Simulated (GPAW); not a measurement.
# NbSi2As4 monolayer: work function by functional and basis, part 2 of 2

Wanted: work functions and dipole of NbSi2As4 monolayer, with the cost of each level.

GPAW 26.7.0; GPAW, PAW setups; layer in a repeated cell with vacuum, relaxation of atoms and in-plane cell (the session's first sound run).

So far, upper work function (eV): step 3 (the slab's potential, PBE, GPAW) 5.01; step 4 (LDA) 5.27; step 5 (RPBE) 4.89; step 6 (GPAW, PAW setups) 5.21; step 7 (revPBE) 4.90.

## Step 8: Self-consistent run: xc = "vdW-DF2"

The same geometry under vdW-DF2, to see how far the functional moves the levels against the vacuum (the van der Waals functionals take revPBE setups).

run.py

```python
import json
import numpy as np
from ase import Atoms
from gpaw import GPAW, PW

slab = Atoms(
    ['As', 'Si', 'As', 'Nb', 'As', 'Si', 'As'],
    positions=[
        [0.00000, 0.00000, 8.00000],
        [-0.00000, 2.12493, 9.09961],
        [-0.00000, 2.12493, 11.47725],
        [0.00000, 0.00000, 13.01694],
        [-0.00000, 2.12493, 14.55662],
        [-0.00000, 2.12493, 16.93426],
        [0.00000, -0.00000, 18.03387]],
    cell=[[3.6805, -0.0, 0.0], [-1.84025, 3.1874, 0.0], [0.0, 0.0, 26.0339]],
    pbc=[True, True, False],
    magmoms=[0.0, 0.0, 0.0, 1.0, 0.0, 0.0, 0.0])

slab.calc = GPAW(mode=PW(400), xc='vdW-DF2', kpts={'size': (9, 9, 1), 'gamma': True},
                 occupations={'name': 'fermi-dirac', 'width': 0.05}, nbands='200%',
                 convergence={'density': 1e-05}, maxiter=200,
                 poissonsolver={'dipolelayer': 'xy'},
                 symmetry={'tolerance': 1e-3}, txt='slab.txt')
result = {}
energy = slab.get_potential_energy()
fermi = slab.calc.get_fermi_level()
v = slab.calc.get_electrostatic_potential().mean((0, 1)) - fermi
n = slab.calc.get_pseudo_density().mean((0, 1))
L = slab.cell[2, 2]
z = np.arange(len(v)) * L / len(v)
low, high = slab.positions[:, 2].min(), slab.positions[:, 2].max()
below, above = np.interp([low - 5.8, high + 5.8], z, v)
slopes = [np.interp(x, z, np.gradient(v, z)) for x in (low - 5.8, high + 5.8)]
eps = np.array([[slab.calc.get_eigenvalues(k, s) for k in range(len(slab.calc.get_ibz_k_points()))]
                for s in range(slab.calc.get_number_of_spins())]) - fermi
top, bottom = eps[eps < 0].max(), eps[eps > 0].min()
dipole = slab.get_dipole_moment()[2]
print(f'energy {energy:.4f} eV, Fermi level {fermi:.4f} eV, dipole {dipole:.5f} e A')
print(f'potential 5.8 A off the faces, from the Fermi level: lower {below:.4f} eV, upper {above:.4f} eV')
print(f'slope of the potential there: lower {slopes[0]:.5f}, upper {slopes[1]:.5f} eV/A')
print(f'nearest levels on the mesh: {top:.4f} and {bottom:.4f} eV')
print('magnetic moment', round(slab.get_magnetic_moment(), 3))
result.update(energy=energy, fermi=fermi, dipole=dipole, below=below, above=above, slopes=slopes, edges=[top, bottom],
              z=z.tolist(), v=v.tolist(), n=n.tolist(), positions=slab.positions.tolist(),
              forces=slab.get_forces(apply_constraint=False).tolist(), moments=slab.get_magnetic_moments().tolist())
json.dump(result, open('result.json', 'w'))
```

Command:

```bash
$ OMP_NUM_THREADS=1 OPENBLAS_NUM_THREADS=1 python run.py
```

Run time: 4.5 min. Hardware: 1 thread of Arm Neoverse V1, shared host; peak memory 0.56 GiB.

This step gave:

- dipole along the normal: -7.45e-4 e·Å
- levels nearest the Fermi level on the mesh: -0.002853, 0.07371 eV from the Fermi level
- upper work function: 5.306 eV
- lower work function: 5.297 eV
- site moments: 0.001357, 0.003703, -0.002444, 0.1512, -0.002444, 0.003703, 0.001357 μB
- sum of the site moments: 0.1564 μB

The electrostatic potential energy of an electron (without an applied field's), less the Fermi level, planar mean oscillates, so the rows of the table below give means over windows of 1 Å about each position, cut where the curve ends. Its maxima inside the range that stand out by 2 % of the span (Å: eV): 8.6: -9.40, 10.3: 1.97, 12.2: -5.24, 13.8: -5.24, 15.7: 1.98, 17.4: -9.39. Its minima: 8.0: -14.1, 9.1: -11.1, 11.5: -12.4, 13.0: -16.5, 14.6: -12.4, 17.0: -11.1, 18.0: -14.1.

Table of electrostatic potential energy of an electron (without an applied field's), less the Fermi level, planar mean by z; means over each step:

z (Å), electrostatic potential energy of an electron (without an applied field's), less the Fermi level, planar mean (eV) and a bar from the least value:
```
        0        5.3 ##############################
        1        5.3 ##############################
        2        5.3 ##############################
        3        5.3 ##############################
        4        5.3 ##############################
        5        5.3 ##############################
        6        5.0 ##############################
        7        1.7 ########################
        8      -11.1 ####
        9       -9.6 ######
       10       -0.1 #####################
       11       -5.0 #############
       12       -7.9 #########
       13      -13.4 
       14       -7.8 #########
       15       -5.5 #############
       16        0.1 ######################
       17       -9.4 ######
       18      -11.3 ###
       19        1.4 ########################
       20        5.0 ##############################
       21        5.3 ##############################
       22        5.3 ##############################
       23        5.3 ##############################
       24        5.3 ##############################
       25        5.3 ##############################
```

The upper face's work function is 5.306 eV, against 5.005 eV in the first plane-wave PBE run at this geometry.

## Step 9: Real-space grid: mode = "fd"

A real-space grid is a second complete basis, so it checks the plane-wave result.

Changes to run.py since step 8:

```diff
@@ -3,3 +3,3 @@
 from ase import Atoms
-from gpaw import GPAW, PW
+from gpaw import GPAW
 
@@ -19,3 +19,3 @@
 
-slab.calc = GPAW(mode=PW(400), xc='vdW-DF2', kpts={'size': (9, 9, 1), 'gamma': True},
+slab.calc = GPAW(mode='fd', h=0.18, xc='PBE', kpts={'size': (9, 9, 1), 'gamma': True},
                  occupations={'name': 'fermi-dirac', 'width': 0.05}, nbands='200%',
```

Elapsed: 9.1 min, on 1 thread; peak memory 0.98 GiB.

Numbers from this step:

```yaml
dipole_along_the_normal: -5.92e-4 e·Å
levels_nearest_the_fermi_level_on_the_mesh: -0.02721, 0.03606 eV from the Fermi level
upper_work_function: 5.007 eV
lower_work_function: 4.997 eV
sum_of_the_site_moments: 0 μB
```

The electrostatic potential energy of an electron (without an applied field's), less the Fermi level, planar mean oscillates, so the rows of the table below give means over windows of 1 Å about each position, cut where the curve ends. Its maxima inside the range that stand out by 2 % of the span (Å: eV): 8.6: -9.43, 10.3: 2.23, 12.2: -5.05, 13.8: -5.05, 15.7: 2.23, 17.4: -9.42. Its minima: 8.0: -14.1, 9.0: -11.1, 11.5: -12.3, 13.0: -16.2, 14.6: -12.3, 17.0: -11.1, 18.0: -14.1.

The electrostatic potential energy of an electron (without an applied field's), less the Fermi level, planar mean by z; means over each step:

| z (Å) | electrostatic potential energy of an electron (without an applied field's), less the Fermi level, planar mean (eV) |
| --- | --- |
| 0 | 5.00 |
| 1 | 5.00 |
| 2 | 5.00 |
| 3 | 5.00 |
| 4 | 5.00 |
| 5 | 4.98 |
| 6 | 4.79 |
| 7 | 1.66 |
| 8 | -11.1 |
| 9 | -9.56 |
| 10 | 0.0959 |
| 11 | -4.86 |
| 12 | -7.69 |
| 13 | -13.1 |
| 14 | -7.57 |
| 15 | -5.33 |
| 16 | 0.319 |
| 17 | -9.39 |
| 18 | -11.2 |
| 19 | 1.34 |
| 20 | 4.78 |
| 21 | 4.99 |
| 22 | 5.01 |
| 23 | 5.01 |
| 24 | 5.01 |
| 25 | 5.01 |

The upper face's work function is 5.007 eV, against 5.005 eV in the first plane-wave PBE run at this geometry.

## Step 10: Atomic orbitals: mode = "lcao"

Atom-centred orbitals end a few angstrom from the surface, which tests how much the density's tail matters.

Changes to run.py since step 9:

```diff
@@ -19,4 +19,4 @@
 
-slab.calc = GPAW(mode='fd', h=0.18, xc='PBE', kpts={'size': (9, 9, 1), 'gamma': True},
-                 occupations={'name': 'fermi-dirac', 'width': 0.05}, nbands='200%',
+slab.calc = GPAW(mode='lcao', basis='dzp', h=0.18, xc='PBE', kpts={'size': (9, 9, 1), 'gamma': True},
+                 occupations={'name': 'fermi-dirac', 'width': 0.05}, nbands='120%',
                  convergence={'density': 1e-05}, maxiter=200,
```

Run time: 6.1 min. Hardware: 1 thread; peak memory 0.37 GiB.

Numbers from this step:

```yaml
dipole_along_the_normal: -5.93e-4 e·Å
levels_nearest_the_fermi_level_on_the_mesh: -0.02256, 0.03217 eV from the Fermi level
upper_work_function: 4.797 eV
lower_work_function: 4.788 eV
```

The upper face's work function is 4.797 eV, against 5.005 eV in the first plane-wave PBE run at this geometry.

## Step 11: All levels side by side

Times are for 1 thread of Arm Neoverse V1, shared host. Results by setting:

| no. | run | upper work function (eV) | lower work function (eV) | time | memory (GiB) |
| --- | --- | --- | --- | --- | --- |
| 1 | pw | 5.005 | 4.996 | 4 min | 0.35 |
| 2 | LDA | 5.268 | 5.259 | 2.6 min | 0.33 |
| 3 | RPBE | 4.892 | 4.883 | 3.4 min | 0.35 |
| 4 | optPBE vdW | 5.207 | 5.198 | 3.9 min | 0.56 |
| 5 | revPBE | 4.900 | 4.891 | 3.7 min | 0.35 |
| 6 | vdW DF2 | 5.306 | 5.297 | 4.5 min | 0.56 |
| 7 | fd | 5.007 | 4.997 | 9.1 min | 0.98 |
| 8 | lcao | 4.797 | 4.788 | 6.1 min | 0.37 |

## Step 12: Side by side

Results and costs are gathered.

This step: comparison of work functions, dipole and cost (GPAW 26.7.0).

Ladder, by row:

| step | code | work function, upper (eV) | work function, lower (eV) | dipole (e Å) | wall time (s) | peak memory (GiB) | threads |
| --- | --- | --- | --- | --- | --- | --- | --- |
| pw | GPAW | 5.005 | 4.996 | -7.45e-4 | 240.1 | 0.35 | 1 |
| LDA | GPAW | 5.268 | 5.259 | -7.52e-4 | 156.6 | 0.33 | 1 |
| RPBE | GPAW | 4.892 | 4.883 | -7.43e-4 | 203.7 | 0.35 | 1 |
| optPBE-vdW | GPAW | 5.207 | 5.198 | -7.44e-4 | 236 | 0.56 | 1 |
| revPBE | GPAW | 4.9 | 4.891 | -7.44e-4 | 220.5 | 0.35 | 1 |
| vdW-DF2 | GPAW | 5.306 | 5.297 | -7.45e-4 | 272.4 | 0.56 | 1 |
| fd | GPAW | 5.007 | 4.997 | -5.92e-4 | 544.1 | 0.98 | 1 |
| lcao | GPAW | 4.797 | 4.788 | -5.93e-4 | 367.2 | 0.37 | 1 |

## Step 13: A changed run

One more run, with changed settings.

This step: GPAW, PAW setups; slab in vacuum (GPAW 26.7.0).

Changes to run.py since step 10:

```diff
@@ -3,3 +3,4 @@
 from ase import Atoms
-from gpaw import GPAW
+from gpaw import GPAW, PW
+from gpaw.external import ConstantElectricField
 
@@ -19,6 +20,7 @@
 
-slab.calc = GPAW(mode='lcao', basis='dzp', h=0.18, xc='PBE', kpts={'size': (9, 9, 1), 'gamma': True},
-                 occupations={'name': 'fermi-dirac', 'width': 0.05}, nbands='120%',
-                 convergence={'density': 1e-05}, maxiter=200,
+slab.calc = GPAW(mode=PW(400), xc='PBE', kpts={'size': (9, 9, 1), 'gamma': True},
+                 occupations={'name': 'fermi-dirac', 'width': 0.05}, nbands='200%',
+                 convergence={'density': 1e-05}, maxiter=100,
                  poissonsolver={'dipolelayer': 'xy'},
+                 external=ConstantElectricField(1.5, [0, 0, 1]),
                  symmetry={'tolerance': 1e-3}, txt='slab.txt')
```

It took 30 min on 1 thread; peak memory 0.64 GiB.

The run finished. A setting was moved off its sound value on purpose, so it serves as a test and not as the result.

The fault put into the input: a field far too strong (field = 1.5).

Side by side:

| quantity | this run | sound run | difference |
| --- | --- | --- | --- |
| dipole along the normal (e·Å) | 1.4146 | -7.454e-4 | 1.42 |
| sum of the site moments (μB) | 1.007e-5 | 1.265e-4 | -1.2e-4 |

One result that differs is the dipole along the normal, 1.41 e·Å against -7.5e-4 e·Å.

## Step 14: Summary of results

| Item | Value |
| --- | --- |
| work function, upper and lower face | 5.005 and 4.996 eV |
| dipole along the normal | -7.5e-4 e Å |

With plane waves and PBE the work function is 5.01 eV on the upper face and 5.00 eV on the lower. Over the sound runs of the table the upper face's work function spans 4.797 (lcao) to 5.306 eV (vdW-DF2). Atomic orbitals miss the plane-wave value by -0.21 eV, since they describe the tail of the density in the vacuum poorly. The small printed dipole stands for a step of 11 meV from the lower to the upper face, and the probes find 9.3 meV; values this small are near the numerical noise of both. One magnetic start was tried; another order may lie lower. The layer's cell and atoms come from the relaxation; spin-orbit coupling and temperature are left out.

[Logs are printed without paths, hosts, clocks, repeated set-up lines and the standing remarks that a program may print on its own settings, such as how far it seeks lower states.]

[Hosts, paths, dates, database ids (printed as entryN), source tags and the programs' standing remarks are cut or masked in the printed files.]
